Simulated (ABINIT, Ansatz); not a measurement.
## MoF6 (Im-3m): one start, several treatments of the self-energy

Wanted: the gap of MoF6 (Im-3m) under several approximations, with cost.

Method: LDA and many-body steps on it, plane waves, in ABINIT 10.8.3.

This is a report of a sequence of runs, with most program output left out.

## (1) Starting point

The structure is cubic, space group Im-3m (No. 229). The conventional cell has a = 6.335 Å, b = 6.335 Å, c = 6.335 Å, α = 90.00°, β = 90.00°, γ = 90.00°. Mo has 6 F at 1.83 Å nearest. F has 1 Mo at 1.83 Å nearest. Farther neighbours and most contacts between anions are not listed.

Coordinates:

```cif
data_structure
_symmetry_space_group_name_H-M 'P 1'
_symmetry_Int_Tables_number 1
_cell_length_a 5.4860
_cell_length_b 5.4860
_cell_length_c 5.4860
_cell_angle_alpha 109.471
_cell_angle_beta 109.471
_cell_angle_gamma 109.471
_cell_volume 127.10
loop_
_atom_site_label
_atom_site_type_symbol
_atom_site_fract_x
_atom_site_fract_y
_atom_site_fract_z
_atom_site_occupancy
Mo1 Mo 0.00000 0.00000 0.00000 1
F2 F 0.71067 0.71067 0.00000 1
F3 F 0.28933 0.28933 0.00000 1
F4 F 0.00000 0.28933 0.28933 1
F5 F 0.00000 0.71067 0.71067 1
F6 F 0.71067 0.00000 0.71067 1
F7 F 0.28933 0.00000 0.28933 1
```

The cell and positions are those that the Materials Project relaxed with its own functionals (PBE, PBE+U or r2SCAN), kept fixed.

## (2) Empty states on the mesh, 2×2×2 mesh, 256 bands

This step: ABINIT 10.8.3; DFT, LDA, plane waves, norm-conserving pseudopotentials.

The sums over transitions need many empty states on a uniform mesh; this step solves for them.

The input, run.abi:

```
acell 3*1.0 Angstrom
rprim 
  -3.167343216100 3.167343216100 3.167343216100
  3.167343216100 -3.167343216100 3.167343216100
  3.167343216100 3.167343216100 -3.167343216100
ntypat 2
znucl 42 9
natom 7
typat 1 2 2 2 2 2 2
xred 
  0.000000000000 0.000000000000 0.000000000000
  0.710671220000 0.710671220000 0.000000000000
  0.289328780000 0.289328780000 0.000000000000
  0.000000000000 0.289328780000 0.289328780000
  0.000000000000 0.710671220000 0.710671220000
  0.710671220000 0.000000000000 0.710671220000
  0.289328780000 0.000000000000 0.289328780000
pp_dirpath "pseudos"
pseudos "Mo.upf, F.upf"
ecut 36
ngkpt 2 2 2
nshiftk 1
shiftk 0 0 0
kptopt 1
chksymbreak 0
iscf -2
irdden 1
istwfk *1
nband 256
nbdbuf 22
tolwfr 1e-09
nstep 60
prtvol 0
indata_prefix "in"
outdata_prefix "out"
tmpdata_prefix "tmp"
```

Launch:

```console
$ OMP_NUM_THREADS=1 mpirun -n 4 abinit run.abi > log
```

Elapsed: 3.1 min, on 4 MPI ranks of Arm Neoverse N1, shared host; peak memory 0.45 GiB.

Numbers from this step:

| Property | Result |
| --- | --- |
| gap | 4.294 eV |
| k of the valence top | 0, 0, 0 |
| k of the conduction bottom | 0.5, 0, 0 |
| least direct gap | 4.374 eV |
| k points computed | 3 |
| lowest point of the top converged band, above the valence top | 79.5144 eV |

On this mesh the gap is 4.294 eV.

The density comes from a self-consistent run that is not shown.

## (3) Screening, 2×2×2 mesh, 112 bands, screening to 114.3 eV

The RPA dielectric matrix is built and inverted for each q.

This step: RPA screening on LDA, plane waves, norm-conserving pseudopotentials.

run.abi, as its differences from that of step 2:

```diff
@@ -25,10 +25,11 @@
 chksymbreak 0
-iscf -2
-irdden 1
 istwfk *1
-nband 256
-nbdbuf 22
-tolwfr 1e-09
-nstep 60
-prtvol 0
+occopt 1
+irdwfk 1
+optdriver 3
+nband 112
+ecuteps 4.2
+inclvkb 2
+awtr 1
+symchi 1
 indata_prefix "in"
```

The job ended after 34 s (4 MPI ranks; peak memory 1 GiB).

This step gave:

| Item | Value |
| --- | --- |
| ε∞ with local fields, on this mesh, along the program's q direction | 1.978 |
| the same without local fields | 2.880 |
| plasma frequency | 24.65 eV |
| plane waves in the screening matrix | 369 |

Local fields lower ε∞ by 31 %. On a Γ-centred mesh this coarse the value itself is usually too large, while a short band sum pulls it down.

## (4) G0W0, Godby-Needs plasmon pole

The self-energy is evaluated for the states that the input lists, and the levels follow from it, in one-shot runs by the linearised quasiparticle equation.

This step: G0W0 on LDA, plane waves, norm-conserving pseudopotentials.

run.abi, as its differences from that of step 3:

```diff
@@ -28,8 +28,17 @@
 irdwfk 1
-optdriver 3
+optdriver 4
 nband 112
+gwcalctyp 0
+ecutsigx 36
+symsigma 1
+nkptgw 2
+kptgw 
+  0.0000000000 0.0000000000 0.0000000000
+  0.5000000000 0.0000000000 0.0000000000
+bdgw 
+  26 31
+  27 30
 ecuteps 4.2
-inclvkb 2
-awtr 1
-symchi 1
+irdscr 1
+ppmodel 1
 indata_prefix "in"
```

Wall time 18 s (4 MPI ranks); peak memory 0.88 GiB; 71 s of CPU time.

This step gave:

```
G0W0 gap on the points computed              : 8.756 eV
starting gap on the mesh                     : 4.294 eV
k of the valence top                         : 0, 0, 0
k of the conduction bottom                   : 0.5, 0, 0
Z at the valence top                         : 0.775
Z at the conduction bottom                   : 0.84
least direct G0W0 gap on the computed points : 8.849 eV
```

The gap on the mesh goes from 4.29 eV to 8.76 eV, a correction of +4.46 eV.

## (5) G0W0, Hybertsen-Louie plasmon pole

run.abi, as its differences from that of step 4:

```diff
@@ -42,3 +42,3 @@
 irdscr 1
-ppmodel 1
+ppmodel 2
 indata_prefix "in"
```

It took 17 s on 4 MPI ranks; peak memory 0.9 GiB.

This step gave:

```
G0W0 gap on the points computed              : 9.741 eV
starting gap on the mesh                     : 4.294 eV
k of the valence top                         : 0, 0, 0
k of the conduction bottom                   : 0.5, 0, 0
Z at the valence top                         : 0.888
Z at the conduction bottom                   : 0.893
least direct G0W0 gap on the computed points : 9.843 eV
```

Against G0W0 in ABINIT (2×2×2 mesh, 112 bands, screening to 114.3 eV, Godby-Needs plasmon pole), the gap moves by +0.985 eV.

## (6) G0W0, Engel-Farid plasmon pole

run.abi, as its differences from that of step 5:

```diff
@@ -42,3 +42,3 @@
 irdscr 1
-ppmodel 2
+ppmodel 4
 indata_prefix "in"
```

Run time: 11 s. Hardware: 4 MPI ranks; peak memory 1 GiB.

Numbers from this step:

| Item | Value |
| --- | --- |
| G0W0 gap on the points computed | 8.914 eV |
| starting gap on the mesh | 4.294 eV |
| k of the valence top | 0, 0, 0 |
| k of the conduction bottom | 0.5, 0, 0 |
| least direct G0W0 gap on the computed points | 9.011 eV |

Against G0W0 in ABINIT (2×2×2 mesh, 112 bands, screening to 114.3 eV, Godby-Needs plasmon pole), the gap moves by +0.158 eV.

## (7) One-shot COHSEX

This step: one-shot COHSEX on LDA, plane waves, norm-conserving pseudopotentials.

run.abi, as its differences from that of step 6:

```diff
@@ -30,3 +30,3 @@
 nband 112
-gwcalctyp 0
+gwcalctyp 7
 ecutsigx 36
@@ -42,3 +42,2 @@
 irdscr 1
-ppmodel 4
 indata_prefix "in"
```

Run time: 6.2 s. Hardware: 4 MPI ranks; peak memory 0.63 GiB.

This step gave:

```
quasiparticle gap on the points computed              : 9.582 eV
starting gap on the mesh                              : 4.294 eV
k of the valence top                                  : 0, 0, 0
k of the conduction bottom                            : 0.5, 0, 0
least direct quasiparticle gap on the computed points : 9.678 eV
```

Against G0W0 in ABINIT (2×2×2 mesh, 112 bands, screening to 114.3 eV, Godby-Needs plasmon pole), the gap moves by +0.826 eV.

## (8) One-shot Hartree-Fock

This step: one-shot Hartree-Fock on LDA, plane waves, norm-conserving pseudopotentials.

run.abi, as its differences from that of step 7:

```diff
@@ -29,4 +29,4 @@
 optdriver 4
-nband 112
-gwcalctyp 7
+nband 32
+gwcalctyp 5
 ecutsigx 36
@@ -40,4 +40,4 @@
   27 30
-ecuteps 4.2
-irdscr 1
+ixc_sigma 40
+fftgw 31
 indata_prefix "in"
```

Run time: 5.8 s. Hardware: 4 MPI ranks; peak memory 0.35 GiB.

This step gave:

```yaml
quasiparticle_gap_on_the_points_computed: 16.85 eV
starting_gap_on_the_mesh: 4.294 eV
k_of_the_valence_top: 0, 0, 0
k_of_the_conduction_bottom: 0.5, 0, 0
least_direct_quasiparticle_gap_on_the_computed_points: 16.94 eV
```

Against G0W0 in ABINIT (2×2×2 mesh, 112 bands, screening to 114.3 eV, Godby-Needs plasmon pole), the gap moves by +8.090 eV.

## (9) Screening, 2×2×2 mesh, 112 bands, screening to 114.3 eV

This step: RPA screening on LDA, plane waves, norm-conserving pseudopotentials.

run.abi, as its differences from that of step 8:

```diff
@@ -28,16 +28,14 @@
 irdwfk 1
-optdriver 4
-nband 32
-gwcalctyp 5
-ecutsigx 36
-symsigma 1
-nkptgw 2
-kptgw 
-  0.0000000000 0.0000000000 0.0000000000
-  0.5000000000 0.0000000000 0.0000000000
-bdgw 
-  26 31
-  27 30
-ixc_sigma 40
-fftgw 31
+optdriver 3
+nband 112
+ecuteps 4.2
+inclvkb 2
+awtr 1
+symchi 1
+gwcalctyp 2
+nfreqre 16
+freqremax 40 eV
+nfreqim 8
+spmeth 1
+nomegasf 120
 indata_prefix "in"
```

The job ended after 47 s (4 MPI ranks; peak memory 1.9 GiB; 3.1 min of CPU time).

Numbers from this step:

```yaml
eps_infinity_with_local_fields_on_this_mesh_along_the_program_s_q_direction: 1.981
the_same_without_local_fields: 2.893
plasma_frequency: 24.65 eV
plane_waves_in_the_screening_matrix: 369
```

## (10) G0W0, contour deformation

This step: G0W0 on LDA, plane waves, norm-conserving pseudopotentials.

run.abi, as its differences from that of step 9:

```diff
@@ -28,14 +28,16 @@
 irdwfk 1
-optdriver 3
+optdriver 4
 nband 112
+gwcalctyp 2
+ecutsigx 36
+symsigma 1
+nkptgw 2
+kptgw 
+  0.0000000000 0.0000000000 0.0000000000
+  0.5000000000 0.0000000000 0.0000000000
+bdgw 
+  26 31
+  27 30
 ecuteps 4.2
-inclvkb 2
-awtr 1
-symchi 1
-gwcalctyp 2
-nfreqre 16
-freqremax 40 eV
-nfreqim 8
-spmeth 1
-nomegasf 120
+irdscr 1
 indata_prefix "in"
```

Wall time 13 s (4 MPI ranks); peak memory 1.3 GiB; 51 s of CPU time.

Numbers from this step:

| Property | Result |
| --- | --- |
| G0W0 gap on the points computed | 8.574 eV |
| starting gap on the mesh | 4.294 eV |
| k of the valence top | 0, 0, 0 |
| k of the conduction bottom | 0.5, 0, 0 |
| least direct G0W0 gap on the computed points | 8.665 eV |

Against G0W0 in ABINIT (2×2×2 mesh, 112 bands, screening to 114.3 eV, Godby-Needs plasmon pole), the gap moves by −0.182 eV.

## (11) The runs together

Times are wall times on 4 MPI ranks of Arm Neoverse N1, shared host, good to a factor of about two. A run's time includes the screening step that it read.

| run | mesh | bands | screening cutoff (eV) | DFT gap (eV) | gap on the mesh (eV) | direct (eV) | ε∞ used | time |
| --- | --- | --- | --- | --- | --- | --- | --- | --- |
| G0W0, Godby-Needs plasmon pole | 2×2×2 | 112 | 114.3 | 4.294 | 8.756 | 8.849 | 1.98 | 52 s |
| G0W0, Hybertsen-Louie plasmon pole | 2×2×2 | 112 | 114.3 | 4.294 | 9.741 | 9.843 | 1.98 | 51 s |
| G0W0, Engel-Farid plasmon pole | 2×2×2 | 112 | 114.3 | 4.294 | 8.914 | 9.011 | 1.98 | 44 s |
| one-shot COHSEX | 2×2×2 | 112 | 114.3 | 4.294 | 9.582 | 9.678 | 1.98 | 40 s |
| one-shot Hartree-Fock | 2×2×2 | - | - | 4.294 | 16.846 | 16.938 | - | 5.8 s |
| G0W0, contour deformation | 2×2×2 | 112 | 114.3 | 4.294 | 8.574 | 8.665 | 1.98 | 59 s |

## (12) Results

| Quantity | Value |
| --- | --- |
| G0W0, Godby-Needs plasmon pole | 8.756 eV |
| G0W0, Hybertsen-Louie plasmon pole | 9.741 eV |
| G0W0, Engel-Farid plasmon pole | 8.914 eV |
| one-shot COHSEX | 9.582 eV |
| one-shot Hartree-Fock | 16.846 eV |
| G0W0, contour deformation | 8.574 eV |
| known limits | not at the basis limit; no spin-orbit coupling; coarse k mesh |

**Reading.** G0W0, Hybertsen-Louie plasmon pole: +0.985 eV against G0W0, Godby-Needs plasmon pole. G0W0, Engel-Farid plasmon pole: +0.158 eV against G0W0, Godby-Needs plasmon pole. One-shot COHSEX: +0.826 eV against G0W0, Godby-Needs plasmon pole. One-shot Hartree-Fock: +8.090 eV against G0W0, Godby-Needs plasmon pole. G0W0, contour deformation: −0.182 eV against G0W0, Godby-Needs plasmon pole. Bare exchange alone opens the gap to 16.85 eV; against G0W0, correlation takes back 8.09 eV. Bands and cutoff are finite, so the gap is not at the basis limit. The miss can reach some tenths of an eV and take either sign; the mesh is an error of its own. In the G0W0 runs levels were corrected at 2 k points alone, so a gap called «on the mesh» is the least over those, and an edge elsewhere would be missed. The 2×2×2 mesh is coarse for this cell, which bears on the long-range parts of exchange and screening. The many-body steps are scalar-relativistic: spin-orbit coupling is not in them.

[Paths, hosts, dates, memory and timing lines, banners, echoed tables and standing remarks are left out of the program output.]

[Logs are printed without paths, hosts, clocks, repeated set-up lines and the standing remarks that a program may print on its own settings, such as how far it seeks lower states.]

[Runs of the session that timed out or met a known fault of the program may be left out.]

[Hosts, paths, dates, database ids (printed as entryN), source tags and the programs' standing remarks are cut or masked in the printed files.]

[G0W0 gaps are taken among the corrected bands and points alone; a level outside them can change the order at an edge.]

[Where Ansatz stands beside ABINIT at settings called matched, ABINIT's density can come from a denser mesh and the files from another edition; pairs whose starting gaps differed by over 0.03 eV were left out, so agreement reads better than it is.]
